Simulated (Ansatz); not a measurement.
# B on Pd(100): change of the work function, part 2 of 5

Wanted: Δφ(θ) for B/Pd(100), starting from the top site.

Ansatz 0.2.0; plane-wave DFT, PBE, Ansatz PAW (the session's first sound run).

So far, work function, upper face (eV): step 2 (the clean slab) 5.10.

## Step 3: Adsorbate added, k-mesh 4×4×1, coverage 0.111 ML

System of this step: BPd36 (B/Pd(100)). The cell holds 37 atoms: 36 Pd and 1 B. Its edges and angles: a = 8.252 Å, b = 8.252 Å, c = 26.162 Å, α = 90.0°, β = 90.0°, γ = 90.0°. Vacuum lies along c.

The clean slab as it ended is repeated in the plane and the adsorbate is set on one face; the cell's size fixes the coverage, and the k-mesh shrinks with it to keep the sampling density about even. Adsorbate and upper layers relax, since the dipole depends on the height.

The input, input.yaml:

```yaml
crystal:
  lattice:
    - [8.2519361364, 0.0, 0.0]
    - [0.0, 8.2519361364, 0.0]
    - [0.0, 0.0, 26.1622539434]
  atoms:
    - { symbol: Pd, position: [0.1666666667, 0.1666666667, 0.3440070576] }
    - { symbol: Pd, position: [0.0, 0.0, 0.4183508051] }
    - { symbol: Pd, position: [0.1666666667, 0.1666666667, 0.4949863885] }
    - { symbol: Pd, position: [0.0, 0.0, 0.5707556381] }
    - { symbol: Pd, position: [0.1666666667, 0.5, 0.3440070576] }
    - { symbol: Pd, position: [0.0, 0.3333333333, 0.4183508051] }
    - { symbol: Pd, position: [0.1666666667, 0.5, 0.4949863885] }
    - { symbol: Pd, position: [0.0, 0.3333333333, 0.5707556381] }
    - { symbol: Pd, position: [0.1666666667, 0.8333333333, 0.3440070576] }
    - { symbol: Pd, position: [0.0, 0.6666666667, 0.4183508051] }
    - { symbol: Pd, position: [0.1666666667, 0.8333333333, 0.4949863885] }
    - { symbol: Pd, position: [0.0, 0.6666666667, 0.5707556381] }
    - { symbol: Pd, position: [0.5, 0.1666666667, 0.3440070576] }
    - { symbol: Pd, position: [0.3333333333, 0.0, 0.4183508051] }
    - { symbol: Pd, position: [0.5, 0.1666666667, 0.4949863885] }
    - { symbol: Pd, position: [0.3333333333, 0.0, 0.5707556381] }
    - { symbol: Pd, position: [0.5, 0.5, 0.3440070576] }
    - { symbol: Pd, position: [0.3333333333, 0.3333333333, 0.4183508051] }
    - { symbol: Pd, position: [0.5, 0.5, 0.4949863885] }
    - { symbol: Pd, position: [0.3333333333, 0.3333333333, 0.5707556381] }
    - { symbol: Pd, position: [0.5, 0.8333333333, 0.3440070576] }
    - { symbol: Pd, position: [0.3333333333, 0.6666666667, 0.4183508051] }
    - { symbol: Pd, position: [0.5, 0.8333333333, 0.4949863885] }
    - { symbol: Pd, position: [0.3333333333, 0.6666666667, 0.5707556381] }
    - { symbol: Pd, position: [0.8333333333, 0.1666666667, 0.3440070576] }
    - { symbol: Pd, position: [0.6666666667, 0.0, 0.4183508051] }
    - { symbol: Pd, position: [0.8333333333, 0.1666666667, 0.4949863885] }
    - { symbol: Pd, position: [0.6666666667, 0.0, 0.5707556381] }
    - { symbol: Pd, position: [0.8333333333, 0.5, 0.3440070576] }
    - { symbol: Pd, position: [0.6666666667, 0.3333333333, 0.4183508051] }
    - { symbol: Pd, position: [0.8333333333, 0.5, 0.4949863885] }
    - { symbol: Pd, position: [0.6666666667, 0.3333333333, 0.5707556381] }
    - { symbol: Pd, position: [0.8333333333, 0.8333333333, 0.3440070576] }
    - { symbol: Pd, position: [0.6666666667, 0.6666666667, 0.4183508051] }
    - { symbol: Pd, position: [0.8333333333, 0.8333333333, 0.4949863885] }
    - { symbol: Pd, position: [0.6666666667, 0.6666666667, 0.5707556381] }
    - { symbol: B, position: [0.0, 0.0, 0.6559929424] }
kpoints:
  mp_grid: { grid: [4, 4, 1] }
hamiltonian:
  xc: pbe
scf:
  occupations: { method: fermi_dirac, width: 0.1 }
  convergence: { dr2_threshold: 1.0e-08 }
efield:
  axis: 3
  dipole_correction: true
  ramp_position: 0.97
  ramp_width: 0.06
relax:
  f_tol: 0.02
  max_steps: 60
  constraints:
    - { sites: [0, 1, 4, 5, 8, 9, 12, 13, 16, 17, 20, 21, 24, 25, 28, 29, 32, 33] }
output:
  bader: true
  write_potential: true
  write_density: true
  volumetric_format: npy
```

The run is started by

```console
> ansatz run input.yaml --threads 4 --pin off --max-ram 12288MiB --backend cpu --events-out ev --progress --plain --runs-dir out
```

Numbers of over 12 decimals in the logs are rounded to 6 here.

The program printed:

```text
[...]
Crystal: 37 atoms, lattice volume = 1781.504 Å³
Basis set: ecut = 420 eV, 34935 PW (Γ), exchange–correlation on 120×120×360 points (8 copies of the dense FFT grid, shifted against one another)
Bands: 391, of which v1, the nominal top of the filled ones, is band 326 counted from 1 (325 counted from 0)
Symmetry: 8 space group operations
[...]
k-points: 6 of 16
[...]
SCF iter   1: F=—  HF=-251163.864592 eV  |F-HF|=—  |Δ(HF+E_count)|=         —  Δρ=7.55e-3  dr2=5.19e0  ethr=1.77e-3  p=-0.085 e·Å  D=-8.64e-3 V/Å  ΔV_dip=0.23 eV  dr2_dipole=1.26e-1  V_vac-E_F(+/−)=5.07/4.85 eV  ⟨swp⟩=7.2  Hψ=10010  notcnv=0  defer=117
[...]
SCF iter  14: F=-251163.653760 eV  HF=-251163.653760 eV  |F-HF|=9.17e-9  |Δ(HF+E_count)|=   2.24e-8  Δρ=2.67e-7  dr2=2.44e-9  ethr=1.54e-12  p=0.000 e·Å  D=3.50e-5 V/Å  ΔV_dip=-0.00 eV  dr2_dipole=3.72e-11  V_vac-E_F(+/−)=5.09/5.10 eV  ⟨swp⟩=8.3  Hψ=13778  notcnv=0
SCF 1 converged in 14 iterations: F = -251163.653760 eV  dr2 = 2.44e-9
[...]
relax step   1: F+E_penalty+E_count = -251163.65376025 eV  Δ(F+E_penalty+E_count) = +0.000e0 eV  max|allowed force component| = 3.075e0 eV/Å  Δτ_max = 0.0000 Å  (14 SCF iters, accepted)
[...]
SCF iter  12: F=-251164.436877 eV  HF=-251164.436877 eV  |F-HF|=2.35e-8  |Δ(HF+E_count)|=   3.45e-8  Δρ=4.87e-7  dr2=9.07e-9  ethr=1.54e-12  p=-0.027 e·Å  D=-2.74e-3 V/Å  ΔV_dip=0.07 eV  dr2_dipole=6.29e-11  V_vac-E_F(+/−)=5.17/5.09 eV  ⟨swp⟩=8.0  Hψ=13973  notcnv=0
SCF 2 converged in 12 iterations: F = -251164.436877 eV  dr2 = 9.07e-9
[...]
relax step   2: F+E_penalty+E_count = -251164.43687738 eV  Δ(F+E_penalty+E_count) = -7.831e-1 eV  max|allowed force component| = 2.091e0 eV/Å  Δτ_max = 0.1938 Å  (12 SCF iters, accepted)
SCF iter   1: F=—  HF=-251164.560369 eV  |F-HF|=—  |Δ(HF+E_count)|=         —  Δρ=3.44e-3  dr2=1.35e-1  ethr=8.48e-4  p=-0.027 e·Å  D=-2.74e-3 V/Å  ΔV_dip=0.07 eV  dr2_dipole=2.73e-4  V_vac-E_F(+/−)=5.17/5.09 eV  ⟨swp⟩=5.2  Hψ=6621  notcnv=0  defer=182
[...]
SCF iter  12: F=-251164.528881 eV  HF=-251164.528881 eV  |F-HF|=9.34e-9  |Δ(HF+E_count)|=   1.40e-8  Δρ=3.06e-7  dr2=3.37e-9  ethr=1.54e-12  p=-0.031 e·Å  D=-3.11e-3 V/Å  ΔV_dip=0.08 eV  dr2_dipole=1.06e-10  V_vac-E_F(+/−)=5.18/5.09 eV  ⟨swp⟩=8.0  Hψ=13523  notcnv=0
SCF 3 converged in 12 iterations: F = -251164.528881 eV  dr2 = 3.37e-9
[...]
relax step   3: F+E_penalty+E_count = -251164.52888080 eV  Δ(F+E_penalty+E_count) = -9.200e-2 eV  max|allowed force component| = 1.567e0 eV/Å  Δτ_max = 0.1347 Å  (12 SCF iters, accepted)
[...]
relax step   4: F+E_penalty+E_count = -251164.55512205 eV  Δ(F+E_penalty+E_count) = -2.624e-2 eV  max|allowed force component| = 1.830e0 eV/Å  Δτ_max = 0.1221 Å  (12 SCF iters, accepted)
[...]
relax step   5: F+E_penalty+E_count = -251164.62043688 eV  Δ(F+E_penalty+E_count) = -6.531e-2 eV  max|allowed force component| = 2.842e-2 eV/Å  Δτ_max = 0.0388 Å  (11 SCF iters, accepted)
SCF iter   1: F=—  HF=-251164.620967 eV  |F-HF|=—  |Δ(HF+E_count)|=         —  Δρ=2.31e-4  dr2=9.85e-4  ethr=2.31e-6  p=-0.031 e·Å  D=-3.15e-3 V/Å  ΔV_dip=0.08 eV  dr2_dipole=1.17e-4  V_vac-E_F(+/−)=5.18/5.09 eV  ⟨swp⟩=3.7  Hψ=4931  notcnv=0  defer=200
[...]
SCF iter   9: F=-251164.620483 eV  HF=-251164.620483 eV  |F-HF|=2.02e-8  |Δ(HF+E_count)|=   2.77e-8  Δρ=2.65e-7  dr2=2.60e-9  ethr=1.54e-12  p=-0.031 e·Å  D=-3.14e-3 V/Å  ΔV_dip=0.08 eV  dr2_dipole=1.13e-10  V_vac-E_F(+/−)=5.18/5.09 eV  ⟨swp⟩=8.0  Hψ=13724  notcnv=0
SCF 6 converged in 9 iterations: F = -251164.620483 eV  dr2 = 2.60e-9
[...]
relax step   6: F+E_penalty+E_count = -251164.62048260 eV  Δ(F+E_penalty+E_count) = -4.572e-5 eV  max|allowed force component| = 3.829e-3 eV/Å  Δτ_max = 0.0062 Å  (9 SCF iters, accepted)
NSCF: frozen V_eff on 6 k-points
the search or the solves at the SCF's close seem to have found levels that the self-consistency loop had missed (the run counts 1). By its estimate they hold under 1e-12 electrons; where the run keeps them, the occupations were computed again with them
WARN: The output density's exchange-correlation potential varies sharply where the density is thin. Do not read a vacuum level from v_tot or v_xc, or from such a field of the output density. On a cell that repeats whose density bears no net charge and no dipole along the vacuum's axis use v_es (v_loc + v_h of the components); under efield.dipole_correction with no amplitude use v_es + v_field, which holds any externa [...]
SCF converged after 9 iterations
Free energy (F): -251164.620483 eV
[...]
Internal energy: -251162.333699 eV  (E = F + TS)
E sigma→0 (E₀):  -251163.477091 eV
Entropy (-TS):   -2.286783 eV (-61.805 meV/atom)
Fermi energy:    2.376754 eV
Dipole field:    D = -0.003146 V/Å  (p = -0.030969 e·Å, saw-weighted, corrected)
Work function:   Φ+ = 5.1761 eV   Φ− = 5.0938 eV
[...]
--- Forces (eV/Å), atoms counted from 1 ---
  atom   1  Pd     0.00804396     0.00804396    -0.17710548
  atom   2  Pd    -0.00000000     0.00000000     0.25040129
  atom   3  Pd    -0.00190324    -0.00190324    -0.00382909
  atom   4  Pd     0.00000000     0.00000000    -0.00206432
  atom   5  Pd     0.00943364     0.00000000    -0.18710801
  atom   6  Pd     0.00000000    -0.01773253     0.20769538
  atom   7  Pd     0.00009326     0.00000000     0.00188410
  atom   8  Pd     0.00000000    -0.00195161     0.00034422
  atom   9  Pd     0.00804396    -0.00804396    -0.17710548
  atom  10  Pd     0.00000000     0.01773253     0.20769538
  atom  11  Pd    -0.00190324     0.00190324    -0.00382909
  atom  12  Pd     0.00000000     0.00195161     0.00034422
  atom  13  Pd     0.00000000     0.00943364    -0.18710801
  atom  14  Pd    -0.01773253     0.00000000     0.20769538
  atom  15  Pd     0.00000000     0.00009326     0.00188410
  atom  16  Pd    -0.00195161     0.00000000     0.00034422
  atom  17  Pd    -0.00000000     0.00000000    -0.21722095
  atom  18  Pd     0.02037289     0.02037289     0.14846919
  atom  19  Pd     0.00000000     0.00000000     0.00172103
  atom  20  Pd     0.00055050     0.00055050     0.00172277
  atom  21  Pd     0.00000000    -0.00943364    -0.18710801
  atom  22  Pd     0.02037289    -0.02037289     0.14846919
  atom  23  Pd     0.00000000    -0.00009326     0.00188410
  atom  24  Pd     0.00055050    -0.00055050     0.00172277
  atom  25  Pd    -0.00804396     0.00804396    -0.17710548
  atom  26  Pd     0.01773253     0.00000000     0.20769538
  atom  27  Pd     0.00190324    -0.00190324    -0.00382909
  atom  28  Pd     0.00195161     0.00000000     0.00034422
  atom  29  Pd    -0.00943364     0.00000000    -0.18710801
  atom  30  Pd    -0.02037289     0.02037289     0.14846919
  atom  31  Pd    -0.00009326     0.00000000     0.00188410
  atom  32  Pd    -0.00055050     0.00055050     0.00172277
  atom  33  Pd    -0.00804396    -0.00804396    -0.17710548
  atom  34  Pd    -0.02037289    -0.02037289     0.14846919
  atom  35  Pd     0.00190324     0.00190324    -0.00382909
  atom  36  Pd    -0.00055050    -0.00055050     0.00172277
  atom  37  B     -0.00000000     0.00000000    -0.00113911
  max |Σ_I F_I| component: 9.71e-6 eV/Å
--- Band table (eV; the first three rows and the last of 6) ---
  k-point 0: bands = [... 322 lower, 2.2333, 2.2482, 2.2572, 2.2969, 2.2969, 2.3440, 2.3457, 2.3467, ... 61 higher]
  k-point 1: bands = [... 322 lower, 2.2782, 2.2801, 2.2972, 2.3013, 2.3252, 2.3383, 2.4019, 2.4049, ... 61 higher]
  k-point 2: bands = [... 322 lower, 2.2804, 2.3152, 2.3274, 2.3483, 2.3576, 2.4169, 2.4705, 2.4877, ... 61 higher]
  k-point 5: bands = [... 322 lower, 2.3353, 2.3367, 2.3367, 2.3892, 2.3892, 2.4100, 2.4128, 2.7182, ... 61 higher]
--- Relaxed structure (6 steps of the walk, 6 accepted, 0 SCFs on fresh bases) ---
  F+E_penalty+E_count = -251164.62048260 eV   max|allowed force component| = 3.829e-3 eV/Å
  atoms:
    - { symbol: Pd, position: [0.1666666667, 0.1666666667, 0.344007] }
    - { symbol: Pd, position: [0.0, 0.0, 0.418351] }
    - { symbol: Pd, position: [0.166858, 0.166858, 0.495184] }
    - { symbol: Pd, position: [0, 0.0, 0.571773] }
    - { symbol: Pd, position: [0.1666666667, 0.500000, 0.344007] }
    - { symbol: Pd, position: [0.0, 0.3333333333, 0.418351] }
    - { symbol: Pd, position: [0.166259, 0.500000, 0.495124] }
    - { symbol: Pd, position: [0, 0.335037, 0.571648] }
    - { symbol: Pd, position: [0.1666666667, 0.833333, 0.344007] }
    - { symbol: Pd, position: [0.0, 0.666667, 0.418351] }
    - { symbol: Pd, position: [0.166858, 0.833142, 0.495184] }
    - { symbol: Pd, position: [0, 0.664963, 0.571648] }
    - { symbol: Pd, position: [0.500000, 0.1666666667, 0.344007] }
    - { symbol: Pd, position: [0.3333333333, 0.0, 0.418351] }
    - { symbol: Pd, position: [0.500000, 0.166259, 0.495124] }
    - { symbol: Pd, position: [0.335037, 0.0, 0.571648] }
    - { symbol: Pd, position: [0.500000, 0.500000, 0.344007] }
    - { symbol: Pd, position: [0.3333333333, 0.3333333333, 0.418351] }
    - { symbol: Pd, position: [0.500000, 0.500000, 0.494733] }
    - { symbol: Pd, position: [0.333996, 0.333996, 0.570827] }
    - { symbol: Pd, position: [0.500000, 0.833333, 0.344007] }
    - { symbol: Pd, position: [0.3333333333, 0.666667, 0.418351] }
    - { symbol: Pd, position: [0.500000, 0.833741, 0.495124] }
    - { symbol: Pd, position: [0.333996, 0.666004, 0.570827] }
    - { symbol: Pd, position: [0.833333, 0.1666666667, 0.344007] }
    - { symbol: Pd, position: [0.666667, 0.0, 0.418351] }
    - { symbol: Pd, position: [0.833142, 0.166858, 0.495184] }
    - { symbol: Pd, position: [0.664963, 0, 0.571648] }
    - { symbol: Pd, position: [0.833333, 0.500000, 0.344007] }
    - { symbol: Pd, position: [0.666667, 0.3333333333, 0.418351] }
    - { symbol: Pd, position: [0.833741, 0.500000, 0.495124] }
    - { symbol: Pd, position: [0.666004, 0.333996, 0.570827] }
    - { symbol: Pd, position: [0.833333, 0.833333, 0.344007] }
    - { symbol: Pd, position: [0.666667, 0.666667, 0.418351] }
    - { symbol: Pd, position: [0.833142, 0.833142, 0.495184] }
    - { symbol: Pd, position: [0.666004, 0.666004, 0.570827] }
    - { symbol: B, position: [0, 0.0, 0.640491] }
--- Bader charges: 37 sites ---
  site symbol  charge [e]  shift [e]
     0     Pd     -0.0272     0.0000
     1     Pd      0.0273     0.0000
     2     Pd     -0.0003     0.0000
     3     Pd     -0.5725     0.0009
     4     Pd     -0.0289     0.0000
     5     Pd      0.0292     0.0000
     6     Pd      0.0268     0.0000
     7     Pd     -0.0224     0.0000
     8     Pd     -0.0272     0.0000
     9     Pd      0.0292     0.0000
    10     Pd     -0.0003     0.0000
    11     Pd     -0.0224     0.0000
    12     Pd     -0.0289     0.0000
    13     Pd      0.0292     0.0000
    14     Pd      0.0268     0.0000
    15     Pd     -0.0224     0.0000
    16     Pd     -0.0228     0.0000
    17     Pd      0.0272     0.0000
    18     Pd      0.0281     0.0000
    19     Pd     -0.0245     0.0000
    20     Pd     -0.0288     0.0000
    21     Pd      0.0272     0.0000
    22     Pd      0.0268     0.0000
    23     Pd     -0.0245     0.0000
    24     Pd     -0.0272     0.0000
    25     Pd      0.0292     0.0000
    26     Pd     -0.0003     0.0000
    27     Pd     -0.0224     0.0000
    28     Pd     -0.0288     0.0000
    29     Pd      0.0272     0.0000
    30     Pd      0.0268     0.0000
    31     Pd     -0.0245     0.0000
    32     Pd     -0.0272     0.0000
    33     Pd      0.0272     0.0000
    34     Pd     -0.0003     0.0000
    35     Pd     -0.0245     0.0000
    36      B      0.6205     0.0009
  estimated error of the sums over rays = 4.6e-4 e
```

Wall time 17 min (4 threads of Arm Neoverse V2, shared host); peak memory 9.8 GiB.

Step by step:

| step | energy less that of the first step (eV) | largest force component (eV/Å) |
| --- | --- | --- |
| 1 | 0.0000 | 3.0749 |
| 2 | -0.7831 | 2.0913 |
| 3 | -0.8751 | 1.5668 |
| 4 | -0.9014 | 1.8300 |
| 5 | -0.9667 | 0.0284 |
| 6 | -0.9667 | 0.0038 |

Forces are held to the 8 operations that the run works with; a distortion that breaks them can't arise in this run.

The atoms that moved most (Å):

```
atom      dx      dy      dz  length
 B37   0.000   0.000  -0.406   0.406
Pd16   0.014   0.000   0.023   0.027
 Pd8   0.000   0.014   0.023   0.027
Pd12   0.000  -0.014   0.023   0.027
Pd28  -0.014   0.000   0.023   0.027
 Pd4   0.000   0.000   0.027   0.027
Pd20   0.005   0.005   0.002   0.008
Pd24   0.005  -0.005   0.002   0.008
```

The relaxed structure:

```xyz
37
Lattice="8.2519 0.0000 0.0000 0.0000 8.2519 0.0000 0.0000 0.0000 26.1623" Properties=species:S:1:pos:R:3
Pd    1.3753    1.3753    9.0000
Pd    0.0000    0.0000   10.9450
Pd    1.3769    1.3769   12.9551
Pd    0.0000    0.0000   14.9589
Pd    1.3753    4.1260    9.0000
Pd    0.0000    2.7506   10.9450
Pd    1.3720    4.1260   12.9536
Pd    0.0000    2.7647   14.9556
Pd    1.3753    6.8766    9.0000
Pd    0.0000    5.5013   10.9450
Pd    1.3769    6.8750   12.9551
Pd    0.0000    5.4872   14.9556
Pd    4.1260    1.3753    9.0000
Pd    2.7506    0.0000   10.9450
Pd    4.1260    1.3720   12.9536
Pd    2.7647    0.0000   14.9556
Pd    4.1260    4.1260    9.0000
Pd    2.7506    2.7506   10.9450
Pd    4.1260    4.1260   12.9433
Pd    2.7561    2.7561   14.9341
Pd    4.1260    6.8766    9.0000
Pd    2.7506    5.5013   10.9450
Pd    4.1260    6.8800   12.9536
Pd    2.7561    5.4958   14.9341
Pd    6.8766    1.3753    9.0000
Pd    5.5013    0.0000   10.9450
Pd    6.8750    1.3769   12.9551
Pd    5.4872    0.0000   14.9556
Pd    6.8766    4.1260    9.0000
Pd    5.5013    2.7506   10.9450
Pd    6.8800    4.1260   12.9536
Pd    5.4958    2.7561   14.9341
Pd    6.8766    6.8766    9.0000
Pd    5.5013    5.5013   10.9450
Pd    6.8750    6.8750   12.9551
Pd    5.4958    5.4958   14.9341
B     0.0000    0.0000   16.7567
```

This step gave:

```yaml
energy_at_zero_smearing: -251163.4771 eV
work_function_upper_face: 5.176 eV
work_function_lower_face: 5.094 eV
dipole_along_the_normal: -0.03097 e·Å
step_between_the_vacuum_levels: 0.08230 eV
```

Running mean over 1.945 Å of the planar mean; the ramp of the sawtooth is left out. Electron's electrostatic potential energy less the Fermi level against z:

| z (Å) | electron's electrostatic potential energy less the Fermi level (eV) |
| --- | --- |
| 3.5 | 5.09 |
| 4.0 | 5.09 |
| 4.5 | 5.09 |
| 5.0 | 5.09 |
| 5.5 | 5.08 |
| 6.0 | 5.05 |
| 6.5 | 4.95 |
| 7.0 | 4.53 |
| 7.5 | 2.70 |
| 8.0 | -1.67 |
| 8.5 | -6.18 |
| 9.0 | -8.08 |
| 9.5 | -8.39 |
| 10.0 | -8.45 |
| 10.5 | -8.49 |
| 11.0 | -8.47 |
| 11.5 | -8.16 |
| 12.0 | -7.97 |
| 12.5 | -8.22 |
| 13.0 | -8.41 |
| 13.5 | -8.17 |
| 14.0 | -7.99 |
| 14.5 | -8.13 |
| 15.0 | -7.98 |
| 15.5 | -5.98 |
| 16.0 | -1.63 |
| 16.5 | 2.32 |
| 17.0 | 3.89 |
| 17.5 | 4.42 |
| 18.0 | 4.87 |
| 18.5 | 5.09 |
| 19.0 | 5.15 |
| 19.5 | 5.17 |
| 20.0 | 5.17 |
| 20.5 | 5.18 |
| 21.0 | 5.18 |
| 21.5 | 5.18 |
| 22.0 | 5.18 |
| 22.5 | 5.18 |
| 23.0 | 5.18 |

The relaxation took 6 steps and lowered the energy by 0.97 eV; the largest force on the free atoms ends at 0.0038 eV/Å.

The covered face has 5.18 eV, +0.07 eV against the clean one; the bare back face has moved by -0.01 eV, a measure of how thin the slab is.

(Part 2 of 5 ends here.)

[Logs are printed without paths, hosts, clocks, repeated set-up lines and the standing remarks that a program may print on its own settings, such as how far it seeks lower states.]

[Hosts, paths, dates, database ids (printed as entryN), source tags and the programs' standing remarks are cut or masked in the printed files.]

[Maps of the electrostatic potential energy from Ansatz leave out the sawtooth potential of an applied field or a dipole correction, so their vacuum need not be flat; planar profiles and work functions include it.]
